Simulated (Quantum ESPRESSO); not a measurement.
**Mn3ZnN: which magnetic order is lowest**

A self-consistent run ends on one state, which hangs on the start. Several orders of Mn3ZnN are started in Quantum ESPRESSO and their energies compared.

Calculated with Quantum ESPRESSO 7.5; LDA; plane waves with GBRV 1.5 LDA potentials, no spin-orbit coupling.

### 1. Starting point

The structure is cubic, space group Pm-3m (No. 221). The conventional cell has a = 3.902 Å, b = 3.902 Å, c = 3.902 Å, α = 90.00°, β = 90.00°, γ = 90.00°. Mn has 2 N at 1.95 Å nearest. Nearest to Zn lie 12 Mn at 2.76 Å. Nearest to N lie 6 Mn at 1.95 Å. Farther neighbours and most contacts between anions are not listed.

Coordinates:

```cif
data_structure
_symmetry_space_group_name_H-M 'Pm-3m'
_symmetry_Int_Tables_number 221
_cell_length_a 3.9020
_cell_length_b 3.9020
_cell_length_c 3.9020
_cell_angle_alpha 90.000
_cell_angle_beta 90.000
_cell_angle_gamma 90.000
_cell_volume 59.41
loop_
_atom_site_label
_atom_site_type_symbol
_atom_site_symmetry_multiplicity
_atom_site_Wyckoff_symbol
_atom_site_fract_x
_atom_site_fract_y
_atom_site_fract_z
_atom_site_occupancy
Mn1 Mn 3 c 0.00000 0.50000 0.50000 1
Zn1 Zn 1 a 0.00000 0.00000 0.00000 1
N1 N 1 b 0.50000 0.50000 0.50000 1
```

The cell comes from the Crystallography Open Database.

### 2. Run 1 (ferro +++)

The signs are those of the starting moments on the seeded atoms, the atoms that are given a moment.

ASE passes magmoms on as starting_magnetization. pw.x reads values of 1 or more as Bohr magnetons; where all are smaller, it reads them as fractions of the valence charge.

pw.py

```python
from ase import Atoms
from ase.calculators.espresso import Espresso, EspressoProfile

atoms = Atoms(['Mn', 'Mn', 'Mn', 'Zn', 'N'],
    cell=[[3.902, 0.0, 0.0],
         [0.0, 3.902, 0.0],
         [0.0, 0.0, 3.902]],
    scaled_positions=[[0.0, 0.5, 0.5],
         [0.5, 0.0, 0.5],
         [0.5, 0.5, 0.0],
         [0.0, 0.0, 0.0],
         [0.5, 0.5, 0.5]],
    pbc=True,
    magmoms=[3.5, 3.5, 3.5, 0.0, 0.0])
input_data = {
    'control': {'calculation': 'scf', 'prefix': 'pwscf', 'outdir': './tmp', 'disk_io': 'nowf'},
    'system': {'ecutwfc': 40.0, 'ecutrho': 280.0, 'nbnd': 51, 'occupations': 'smearing', 'smearing': 'fd', 'degauss': 0.00367493, 'nspin': 2},
    'electrons': {'conv_thr': 1e-08, 'electron_maxstep': 150, 'mixing_beta': 0.3},
}
atoms.calc = Espresso(
    profile=EspressoProfile(command='mpirun -n 2 pw.x -nk 2', pseudo_dir='pseudo'),
    pseudopotentials={'N': 'n_lda_v1.2.uspp.F.UPF', 'Zn': 'zn_lda_v1.uspp.F.UPF', 'Mn': 'mn_lda_v1.5.uspp.F.UPF'},
    input_data=input_data,
    kpts=(8, 8, 8),
    koffset=(0, 0, 0))
atoms.get_potential_energy()
energy = atoms.calc.results['free_energy']
print(f'free energy: {energy:.6f} eV')
print('site moments (muB):', atoms.get_magnetic_moments().round(3))
```

On the command line:

```console
$ OMP_NUM_THREADS=1 python3 pw.py > pw.log
```

The log of the run:

```text
free energy: -15170.622820 eV
site moments (muB): [ 1.64   1.64   1.64  -0.057 -0.12 ]

--- espresso.pwo ---
Program PWSCF v.7.5 starts

Warning: card &CELL ignored
Warning: card &FCP ignored
Warning: card &RISM ignored

     Message from routine setup:
     using ibrav=0 with symmetry is DISCOURAGED, use correct ibrav instead

     K-points division:     npool     =       2
     Subspace diagonalization in iterative solution of the eigenvalue problem:

     G-vector sticks info
     --------------------
     sticks:   dense  smooth     PW     G-vecs:    dense   smooth      PW
     Sum        1201     681    221                31559    13613    2373

     Using Slab Decomposition

     bravais-lattice index     =            0
     lattice parameter (alat)  =       7.3737  a.u.
     unit-cell volume          =     400.9206 (a.u.)^3
     number of atoms/cell      =            5
     number of atomic types    =            3
     number of electrons       =        70.00
     number of Kohn-Sham states=           51
     kinetic-energy cutoff     =      40.0000  Ry
     charge density cutoff     =     280.0000  Ry
     scf convergence threshold =      1.0E-08
     mixing beta               =       0.3000
     number of iterations used =            8  plain     mixing
     Exchange-correlation= SLA  PZ   NOGX NOGC
                           (   1   1   0   0   0   0   0)

     celldm(1)=   7.373711  celldm(2)=   0.000000  celldm(3)=   0.000000
     celldm(4)=   0.000000  celldm(5)=   0.000000  celldm(6)=   0.000000

     crystal axes: (cart. coord. in units of alat)
               a(1) = (   1.000000   0.000000   0.000000 )
               a(2) = (   0.000000   1.000000   0.000000 )
               a(3) = (   0.000000   0.000000   1.000000 )

     reciprocal axes: (cart. coord. in units 2 pi/alat)
               b(1) = (  1.000000  0.000000  0.000000 )
               b(2) = (  0.000000  1.000000  0.000000 )
               b(3) = (  0.000000  0.000000  1.000000 )

     PseudoPot. # 1 for Mn read from file:
     mn_lda_v1.5.uspp.F.UPF
     Pseudo is Ultrasoft + core correction, Zval = 15.0
     Generated by new atomic code, or converted to UPF format
     Using radial grid of  859 points,  6 beta functions with:
                l(1) =   0
                l(2) =   0
                l(3) =   1
                l(4) =   1
                l(5) =   2
                l(6) =   2
     Q(r) pseudized with  8 coefficients,  rinner =    0.950   0.950   0.950
                                                       0.950   0.950

     PseudoPot. # 2 for Zn read from file:
     zn_lda_v1.uspp.F.UPF
     Pseudo is Ultrasoft, Zval = 20.0
     Generated by new atomic code, or converted to UPF format
     Using radial grid of  943 points,  6 beta functions with:
                l(1) =   0
                l(2) =   0
                l(3) =   1
                l(4) =   1
                l(5) =   2
                l(6) =   2
     Q(r) pseudized with  8 coefficients,  rinner =    1.100   1.100   1.100
                                                       1.100   1.100

     PseudoPot. # 3 for N  read from file:
     n_lda_v1.2.uspp.F.UPF
     Pseudo is Ultrasoft + core correction, Zval =  5.0
     Generated by new atomic code, or converted to UPF format
     Using radial grid of  729 points,  4 beta functions with:
                l(1) =   0
                l(2) =   0
                l(3) =   1
                l(4) =   1
     Q(r) pseudized with  8 coefficients,  rinner =    0.900   0.900   0.900

     atomic species   valence    mass     pseudopotential
     Mn               15.00    54.93804     Mn( 1.00)
     Zn               20.00    65.38000     Zn( 1.00)
     N                 5.00    14.00700     N ( 1.00)

     Starting magnetic structure
     atomic species   magnetization
     Mn              0.233
     Zn              0.000
     N               0.000

     48 Sym. Ops., with inversion, found

   Cartesian axes

     site n.     atom                  positions (alat units)
         1        Mn     tau(   1) = (   0.0000000   0.5000000   0.5000000  )
         2        Mn     tau(   2) = (   0.5000000   0.0000000   0.5000000  )
         3        Mn     tau(   3) = (   0.5000000   0.5000000   0.0000000  )
         4        Zn     tau(   4) = (   0.0000000   0.0000000   0.0000000  )
         5        N      tau(   5) = (   0.5000000   0.5000000   0.5000000  )

     number of k points=    35  Fermi-Dirac smearing, width (Ry)=  0.0037
                       cart. coord. in units 2pi/alat
        k(    1) = (   0.0000000   0.0000000   0.0000000), wk =   0.0019531
        k(    2) = (   0.0000000   0.0000000   0.1250000), wk =   0.0117188
        k(    3) = (   0.0000000   0.0000000   0.2500000), wk =   0.0117188
        k(    4) = (   0.0000000   0.0000000   0.3750000), wk =   0.0117188
        k(    5) = (   0.0000000   0.0000000  -0.5000000), wk =   0.0058594
        [... 30 further k-points ...]

     Dense  grid:    31559 G-vectors     FFT dimensions: (  40,  40,  40)

     Smooth grid:    13613 G-vectors     FFT dimensions: (  30,  30,  30)

     Check: negative core charge=   -0.000057
     Generating pointlists ...
     new r_m :   0.2063 (alat units)  1.5208 (a.u.) for type    1
     new r_m :   0.2917 (alat units)  2.1508 (a.u.) for type    2
     new r_m :   0.2063 (alat units)  1.5208 (a.u.) for type    3

     Initial potential from superposition of free atoms

     starting charge      68.4997, renormalised to      70.0000
     Starting wfcs are   56 randomized atomic wfcs

     Self-consistent Calculation

     iteration #  1     ecut=    40.00 Ry     beta= 0.30
     Davidson diagonalization with overlap
     ethr =  1.00E-02,  avg # of iterations =  3.0

     total energy              =   -1107.02486509 Ry
     estimated scf accuracy    <      19.49066125 Ry

     total magnetization       =     7.65 Bohr mag/cell
     absolute magnetization    =     7.84 Bohr mag/cell

     iteration #  2     ecut=    40.00 Ry     beta= 0.30
     Davidson diagonalization with overlap
     ethr =  1.00E-02,  avg # of iterations =  2.2

     total energy              =   -1114.58605951 Ry
     estimated scf accuracy    <      10.15077335 Ry

     total magnetization       =     6.06 Bohr mag/cell
     absolute magnetization    =     6.49 Bohr mag/cell

     iteration #  3     ecut=    40.00 Ry     beta= 0.30
     Davidson diagonalization with overlap
     ethr =  1.00E-02,  avg # of iterations =  2.0

     total energy              =   -1115.05944316 Ry
     estimated scf accuracy    <       1.54360026 Ry

     total magnetization       =     7.82 Bohr mag/cell
     absolute magnetization    =     8.33 Bohr mag/cell

     [... further iterations left out ...]

     iteration # 18     ecut=    40.00 Ry     beta= 0.30
     Davidson diagonalization with overlap
     ethr =  6.69E-09,  avg # of iterations =  2.4

     total energy              =   -1115.02030576 Ry
     estimated scf accuracy    <       0.00000737 Ry

     total magnetization       =     5.43 Bohr mag/cell
     absolute magnetization    =     5.95 Bohr mag/cell

     iteration # 19     ecut=    40.00 Ry     beta= 0.30
     Davidson diagonalization with overlap
     ethr =  6.69E-09,  avg # of iterations =  2.1

     total energy              =   -1115.02030859 Ry
     estimated scf accuracy    <       0.00000048 Ry

     total magnetization       =     5.44 Bohr mag/cell
     absolute magnetization    =     5.96 Bohr mag/cell

     iteration # 20     ecut=    40.00 Ry     beta= 0.30
     Davidson diagonalization with overlap
     ethr =  6.90E-10,  avg # of iterations =  1.7

     total energy              =   -1115.02030774 Ry
     estimated scf accuracy    <       0.00000014 Ry

     total magnetization       =     5.44 Bohr mag/cell
     absolute magnetization    =     5.95 Bohr mag/cell

     iteration # 21     ecut=    40.00 Ry     beta= 0.30
     Davidson diagonalization with overlap
     ethr =  2.01E-10,  avg # of iterations =  2.7

     Magnetic moment per site  (integrated on atomic sphere of radius R)
     atom   1 (R=0.206)  charge= 12.0087  magn=  1.6401
     atom   2 (R=0.206)  charge= 12.0087  magn=  1.6401
     atom   3 (R=0.206)  charge= 12.0087  magn=  1.6401
     atom   4 (R=0.292)  charge= 18.9366  magn= -0.0567
     atom   5 (R=0.206)  charge=  4.2621  magn= -0.1203

     End of self-consistent calculation

     [... lines left out ...]
     the Fermi energy is    15.0553 ev

!    total energy              =   -1115.02030878 Ry
     estimated scf accuracy    <          7.2E-09 Ry
     smearing contrib. (-TS)   =      -0.00393278 Ry
     internal energy E=F+TS    =   -1115.01637600 Ry

     The total energy is F=E-TS. E is the sum of the following terms:
     one-electron contribution =    -646.46885571 Ry
     hartree contribution      =     356.59946026 Ry
     xc contribution           =    -125.42786403 Ry
     ewald contribution        =    -699.71911651 Ry

     total magnetization       =     5.43 Bohr mag/cell
     absolute magnetization    =     5.94 Bohr mag/cell

     convergence has been achieved in  21 iterations

=------------------------------------------------------------------------------=
   JOB DONE.
=------------------------------------------------------------------------------=
```

Wall time 98 s (2 MPI ranks of Arm Neoverse V2, shared host); peak memory 0.4 GiB; 3.2 min of CPU time.

Spin moment in the atom's sphere by atom:

```
atom  spin moment in the atom's sphere (μB)
 Mn1                                   1.64
 Mn2                                   1.64
 Mn3                                   1.64
 Zn4                                  -0.06
  N5                                  -0.12
```

This step gave:

```yaml
smearing_term_ts: 0.05351 eV
magnetization: 5.426 μB
absolute_magnetization: 5.942 μB
final_state: ferromagnetic
```

### 3. Run 2 (ferri ++−)

Edit pw.py of step 2 so:

```diff
@@ -13,6 +13,6 @@
     pbc=True,
-    magmoms=[3.5, 3.5, 3.5, 0.0, 0.0])
+    magmoms=[3.5, 3.5, -3.5, 0.0, 0.0])
 input_data = {
     'control': {'calculation': 'scf', 'prefix': 'pwscf', 'outdir': './tmp', 'disk_io': 'nowf'},
-    'system': {'ecutwfc': 40.0, 'ecutrho': 280.0, 'nbnd': 51, 'occupations': 'smearing', 'smearing': 'fd', 'degauss': 0.00367493, 'nspin': 2},
+    'system': {'ecutwfc': 40.0, 'ecutrho': 280.0, 'nbnd': 47, 'occupations': 'smearing', 'smearing': 'fd', 'degauss': 0.00367493, 'nspin': 2},
     'electrons': {'conv_thr': 1e-08, 'electron_maxstep': 150, 'mixing_beta': 0.3},
```

espresso.pwi

```
&CONTROL
   calculation      = 'scf'
   outdir           = './tmp'
   prefix           = 'pwscf'
   disk_io          = 'nowf'
   pseudo_dir       = 'pseudo'
/
&SYSTEM
   nbnd             = 47
   ecutwfc          = 40.0
   ecutrho          = 280.0
   occupations      = 'smearing'
   degauss          = 0.00367493
   smearing         = 'fd'
   nspin            = 2
   starting_magnetization(1) = 3.5
   starting_magnetization(2) = -3.5
   starting_magnetization(3) = 0.0
   starting_magnetization(4) = 0.0
   ntyp             = 4
   nat              = 5
   ibrav            = 0
/
&ELECTRONS
   electron_maxstep = 150
   conv_thr         = 1e-08
   mixing_beta      = 0.3
/
&IONS
/
&CELL
/
&FCP
/
&RISM
/
ATOMIC_SPECIES
Mn  54.938044 mn_lda_v1.5.uspp.F.UPF
Mn1 54.938044 mn_lda_v1.5.uspp.F.UPF
Zn  65.38 zn_lda_v1.uspp.F.UPF
N  14.007 n_lda_v1.2.uspp.F.UPF

K_POINTS automatic
8 8 8  0 0 0

CELL_PARAMETERS angstrom
3.90200000000000 0.00000000000000 0.00000000000000
0.00000000000000 3.90200000000000 0.00000000000000
0.00000000000000 0.00000000000000 3.90200000000000

ATOMIC_POSITIONS angstrom
Mn  0.0000000000 1.9510000000 1.9510000000  
Mn  1.9510000000 0.0000000000 1.9510000000  
Mn1 1.9510000000 1.9510000000 0.0000000000  
Zn  0.0000000000 0.0000000000 0.0000000000  
N  1.9510000000 1.9510000000 1.9510000000
```

On the command line:

```console
$ OMP_NUM_THREADS=1 python3 pw.py > pw.log
```

The log of the run:

```text
[banner, memory and clock lines left out]
free energy: -15170.691282 eV
site moments (muB): [ 1.452  1.452 -2.317 -0.022 -0.024]

--- espresso.pwo ---
Program PWSCF v.7.5 starts

Warning: card &CELL ignored
Warning: card &FCP ignored
Warning: card &RISM ignored

     Message from routine setup:
     using ibrav=0 with symmetry is DISCOURAGED, use correct ibrav instead

     bravais-lattice index     =            0
     lattice parameter (alat)  =       7.3737  a.u.
     unit-cell volume          =     400.9206 (a.u.)^3
     number of atoms/cell      =            5
     number of atomic types    =            4
     number of electrons       =        70.00
     number of Kohn-Sham states=           47
     kinetic-energy cutoff     =      40.0000  Ry
     charge density cutoff     =     280.0000  Ry
     scf convergence threshold =      1.0E-08
     mixing beta               =       0.3000
     number of iterations used =            8  plain     mixing
     Exchange-correlation= SLA  PZ   NOGX NOGC
                           (   1   1   0   0   0   0   0)

     celldm(1)=   7.373711  celldm(2)=   0.000000  celldm(3)=   0.000000
     celldm(4)=   0.000000  celldm(5)=   0.000000  celldm(6)=   0.000000

     crystal axes: (cart. coord. in units of alat)
               a(1) = (   1.000000   0.000000   0.000000 )
               a(2) = (   0.000000   1.000000   0.000000 )
               a(3) = (   0.000000   0.000000   1.000000 )

     reciprocal axes: (cart. coord. in units 2 pi/alat)
               b(1) = (  1.000000  0.000000  0.000000 )
               b(2) = (  0.000000  1.000000  0.000000 )
               b(3) = (  0.000000  0.000000  1.000000 )

     PseudoPot. # 1 for Mn read from file:
     mn_lda_v1.5.uspp.F.UPF
     Pseudo is Ultrasoft + core correction, Zval = 15.0

     PseudoPot. # 2 for Mn read from file:
     mn_lda_v1.5.uspp.F.UPF
     Pseudo is Ultrasoft + core correction, Zval = 15.0

     PseudoPot. # 3 for Zn read from file:
     zn_lda_v1.uspp.F.UPF
     Pseudo is Ultrasoft, Zval = 20.0

     PseudoPot. # 4 for N  read from file:
     n_lda_v1.2.uspp.F.UPF
     Pseudo is Ultrasoft + core correction, Zval =  5.0

     atomic species   valence    mass     pseudopotential
     Mn               15.00    54.93804     Mn( 1.00)
     Mn1              15.00    54.93804     Mn( 1.00)
     Zn               20.00    65.38000     Zn( 1.00)
     N                 5.00    14.00700     N ( 1.00)

     Starting magnetic structure
     atomic species   magnetization
     Mn              0.233
     Mn1            -0.233
     Zn              0.000
     N               0.000

     16 Sym. Ops., with inversion, found

   Cartesian axes

     site n.     atom                  positions (alat units)
         1        Mn     tau(   1) = (   0.0000000   0.5000000   0.5000000  )
         2        Mn     tau(   2) = (   0.5000000   0.0000000   0.5000000  )
         3        Mn1    tau(   3) = (   0.5000000   0.5000000   0.0000000  )
         4        Zn     tau(   4) = (   0.0000000   0.0000000   0.0000000  )
         5        N      tau(   5) = (   0.5000000   0.5000000   0.5000000  )

     number of k points=    75  Fermi-Dirac smearing, width (Ry)=  0.0037
                       cart. coord. in units 2pi/alat
        k(    1) = (   0.0000000   0.0000000   0.0000000), wk =   0.0019531
        k(    2) = (   0.0000000   0.0000000   0.1250000), wk =   0.0039062
        k(    3) = (   0.0000000   0.0000000   0.2500000), wk =   0.0039062
        k(    4) = (   0.0000000   0.0000000   0.3750000), wk =   0.0039062
        k(    5) = (   0.0000000   0.0000000  -0.5000000), wk =   0.0019531
        [... 70 further k-points ...]

     Dense  grid:    31559 G-vectors     FFT dimensions: (  40,  40,  40)

     Smooth grid:    13613 G-vectors     FFT dimensions: (  30,  30,  30)

     Check: negative core charge=   -0.000057
     Generating pointlists ...
     new r_m :   0.2063 (alat units)  1.5208 (a.u.) for type    1
     new r_m :   0.2063 (alat units)  1.5208 (a.u.) for type    2
     new r_m :   0.2917 (alat units)  2.1508 (a.u.) for type    3
     new r_m :   0.2063 (alat units)  1.5208 (a.u.) for type    4

     Initial potential from superposition of free atoms

     starting charge      68.4997, renormalised to      70.0000
     Starting wfcs are   56 randomized atomic wfcs

     Self-consistent Calculation

     iteration #  1     ecut=    40.00 Ry     beta= 0.30
     Davidson diagonalization with overlap
     ethr =  1.00E-02,  avg # of iterations =  2.0

     total energy              =   -1108.25837935 Ry
     estimated scf accuracy    <      17.02699424 Ry

     total magnetization       =     2.39 Bohr mag/cell
     absolute magnetization    =     7.84 Bohr mag/cell

     iteration #  2     ecut=    40.00 Ry     beta= 0.30
     Davidson diagonalization with overlap
     ethr =  1.00E-02,  avg # of iterations =  2.7

     total energy              =   -1114.49469431 Ry
     estimated scf accuracy    <       8.74115352 Ry

     total magnetization       =     1.98 Bohr mag/cell
     absolute magnetization    =     7.25 Bohr mag/cell

     [... further iterations left out ...]

     iteration # 21     ecut=    40.00 Ry     beta= 0.30
     Davidson diagonalization with overlap
     ethr =  4.05E-11,  avg # of iterations =  1.0

     total energy              =   -1115.02534061 Ry
     estimated scf accuracy    <       0.00000001 Ry

     total magnetization       =     0.58 Bohr mag/cell
     absolute magnetization    =     6.32 Bohr mag/cell

     iteration # 22     ecut=    40.00 Ry     beta= 0.30
     Davidson diagonalization with overlap
     ethr =  1.86E-11,  avg # of iterations =  2.0

     Magnetic moment per site  (integrated on atomic sphere of radius R)
     atom   1 (R=0.206)  charge= 12.0003  magn=  1.4521
     atom   2 (R=0.206)  charge= 12.0003  magn=  1.4521
     atom   3 (R=0.206)  charge= 12.0026  magn= -2.3169
     atom   4 (R=0.292)  charge= 18.9469  magn= -0.0221
     atom   5 (R=0.206)  charge=  4.2766  magn= -0.0243

     End of self-consistent calculation

     Number of k-points >= 100: set verbosity='high' to print the bands.

     the Fermi energy is    15.1122 ev

!    total energy              =   -1115.02534063 Ry
     estimated scf accuracy    <          3.3E-09 Ry
     smearing contrib. (-TS)   =      -0.00339958 Ry
     internal energy E=F+TS    =   -1115.02194104 Ry

     The total energy is F=E-TS. E is the sum of the following terms:
     one-electron contribution =    -646.37262509 Ry
     hartree contribution      =     356.52770760 Ry
     xc contribution           =    -125.45790703 Ry
     ewald contribution        =    -699.71911651 Ry

     total magnetization       =     0.58 Bohr mag/cell
     absolute magnetization    =     6.32 Bohr mag/cell

     convergence has been achieved in  22 iterations
```

The job ended after 3.2 min (2 MPI ranks; peak memory 0.52 GiB; 6.3 min of CPU time).

Spin moment in the atom's sphere by atom:

```
atom  spin moment in the atom's sphere (μB)
 Mn1                                   1.45
 Mn2                                   1.45
 Mn3                                  -2.32
 Zn4                                  -0.02
  N5                                  -0.02
```

Read from the output:

```
smearing term TS       : 0.04625 eV
magnetization          : 0.583 μB
absolute magnetization : 6.323 μB
final state            : ferrimagnetic
```

[end of part 1 of 2]

[Logs and program files are shortened in this print: banners, set-up blocks, solver, clock and traceback lines can be left out without a mark of their own.]

[Logs are printed without paths, hosts, clocks, repeated set-up lines and the standing remarks that a program may print on its own settings, such as how far it seeks lower states.]

[Hosts, paths, dates, database ids (printed as entryN), source tags and the programs' standing remarks are cut or masked in the printed files.]

[Where a cell is said to come from a database of computed structures, the database is the Materials Project.]
